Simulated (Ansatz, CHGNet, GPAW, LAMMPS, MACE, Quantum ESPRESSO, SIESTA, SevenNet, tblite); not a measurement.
# Which run comes nearest? Glassy 43SiO2-29B2O3-14K2O-14Al2O3 (mol %) (81 atoms)

Density of this cell: 2.36 g/cm³. The cell holds 81 atoms: 9 Si, 12 B, 6 K, 6 Al and 48 O. Its edges and angles: a = 10.280 Å, b = 10.280 Å, c = 10.280 Å, α = 90.0°, β = 90.0°, γ = 90.0°. 81 atoms (9 Si, 12 B, 6 K, 6 Al, 48 O) placed at random at 2.31 g/cm³, melted at 3000 K for 20 ps at fixed volume with the Buckingham and Coulomb pair potential of Guillot and Sator (Geochim. Cosmochim. Acta 71, 1249 (2007)) with the boron terms of Wang et al. (J. Non-Cryst. Solids 498, 294 (2018)). Quenched from 3000 K to 300 K at 10 K/ps and fixed volume, held 10 ps at zero pressure.

Geometry: as built.

The reference, a calculation:

```
method                                           : Kohn-Sham DFT, PBE, SSSP efficiency 1.3.0 pseudopotentials, plane waves (Quantum ESPRESSO 7.5); sssp-pbe-1.3.0-efficiency, cutoffs 60/480 Ry, Γ point
r.m.s. force component                           : 1.094 eV/Å
longest force                                    : 4.295 eV/Å
pressure                                         : 0.623 GPa
gap (highest filled to lowest empty level) : 2.846 eV
time                                             : 3.3 min on 4 MPI ranks of Arm Neoverse V1, shared host
CPU time                                         : 13 min
```

**Question.** The same geometry is run in other programs. How far does each lie from the reference, and what does it cost?
- MACE MP-0b3 medium potential (MACE MP-0b3 medium; 1 thread)
- GPAW PBE, LCAO dzp, h 0.15 Å (GPAW 26.7.0; 2 MPI ranks)
- tblite GFN1-xTB (tblite 0.8.0; 1 thread)
- GPAW PBE, LCAO dzp, h 0.18 Å, other mixer settings (GPAW 26.7.0; 2 MPI ranks)
- CHGNet r2SCAN potential (CHGNet r2SCAN; 1 thread)
- GPAW PBE, grid h 0.2 Å (GPAW 26.7.0; 2 MPI ranks)
- SIESTA PBE, DZP, shift 0.01 Ry, mesh 150 Ry (SIESTA 5.4.2; 1 thread)
- SIESTA PBE, DZP, shift 0.01 Ry, mesh 500 Ry (SIESTA 5.4.2; 2 MPI ranks)
- SIESTA PBE, SZ, shift 0.01 Ry, mesh 500 Ry (SIESTA 5.4.2; 1 thread)
- GPAW PBE, LCAO dzp, h 0.18 Å (GPAW 26.7.0; 1 thread)

Differences are against the plane-wave reference, forces as r.m.s. over components; share is that over the reference's r.m.s. force, slope the least-squares factor from reference forces to these. Total energies of different programs have different zeros and aren't compared.

```csv
run,"Δ force, r.m.s. (meV/Å)",share (%),slope,Δ pressure (GPa),Δ gap (eV),cores,CPU time,memory (GiB)
reference,-,-,-,-,-,4,13 min,3.0
MACE MP-0b3 medium potential,125,11.5,0.933,0.0269,-,1,8.9 s,1.0
"GPAW PBE, LCAO dzp, h 0.15 Å",265,24.2,1.089,-,-0.136,2,7.6 min,2.8
tblite GFN1-xTB,1968,180,1.193,3.77,-,1,4.6 s,0.11
"GPAW PBE, LCAO dzp, h 0.18 Å, other mixer settings",269,24.6,1.089,-,-0.140,2,5.8 min,1.8
CHGNet r2SCAN potential,367,33.5,0.695,-2.98,-,1,4.5 s,1.1
"GPAW PBE, grid h 0.2 Å",98.1,8.97,1.032,-,0.0152,2,6.5 min,1.9
"SIESTA PBE, DZP, shift 0.01 Ry, mesh 150 Ry (coarse)",149,13.7,1.049,1.79,-0.148,1,95 s,0.61
"SIESTA PBE, DZP, shift 0.01 Ry, mesh 500 Ry",149,13.6,1.050,1.81,-0.148,2,6.8 min,2.3
"SIESTA PBE, SZ, shift 0.01 Ry, mesh 500 Ry (coarse)",962,88.0,1.052,15.6,-0.622,1,1.9 min,0.96
"GPAW PBE, LCAO dzp, h 0.18 Å",269,24.6,1.089,-,-0.140,1,4.3 min,1.5
```

Rows marked coarse were listed beforehand as settings not expected to be converged; some can still land near the reference.

Times of the machine-learned potentials are mostly Python's start and the loading of weights.

CPU time is summed over cores on a shared host, where runs went side by side, so it is rough. Symmetry, cutoffs, thresholds, outputs and thread counts weren't matched or tuned between programs; memory under MPI is the largest rank's times the ranks.

PBE on plane waves or a grid with other potentials, cutoffs or grids, coarse settings apart, differs from the reference by 9.0 % (GPAW PBE, grid h 0.2 Å) of the r.m.s. force; potentials, valence shells or grid differ, and the table alone doesn't part them. The PBE runs in local orbitals, coarse settings apart, differ by 14 % (SIESTA PBE, DZP, shift 0.01 Ry, mesh 500 Ry) to 25 % (GPAW PBE, LCAO dzp, h 0.18 Å, other mixer settings); basis, grid and potentials can all enter. Tight binding differs by 180 % (tblite GFN1-xTB); it is another model, with fitted parameters of its own, and the xTB methods hold dispersion. Machine-learned potentials differ by 11 % (MACE MP-0b3 medium potential) to 34 % (CHGNet r2SCAN potential); they were trained on other programs' data, some at another functional. Periodic xTB results under one method name differ between programs and library versions. Machine-learned potentials mimic data converged in k, so the reference's own k-point error enters their differences. The network of bonds at the start is that of the classical potential that made the cell, and needn't be the one that DFT or experiment would give. The electronic-structure runs sample only Γ, in a cell whose shortest periodic width is 10 Å.

[Logs are printed without paths, hosts, clocks, repeated set-up lines and the standing remarks that a program may print on its own settings, such as how far it seeks lower states.]

[Hosts, paths, dates, database ids (printed as entryN), source tags and the programs' standing remarks are cut or masked in the printed files.]
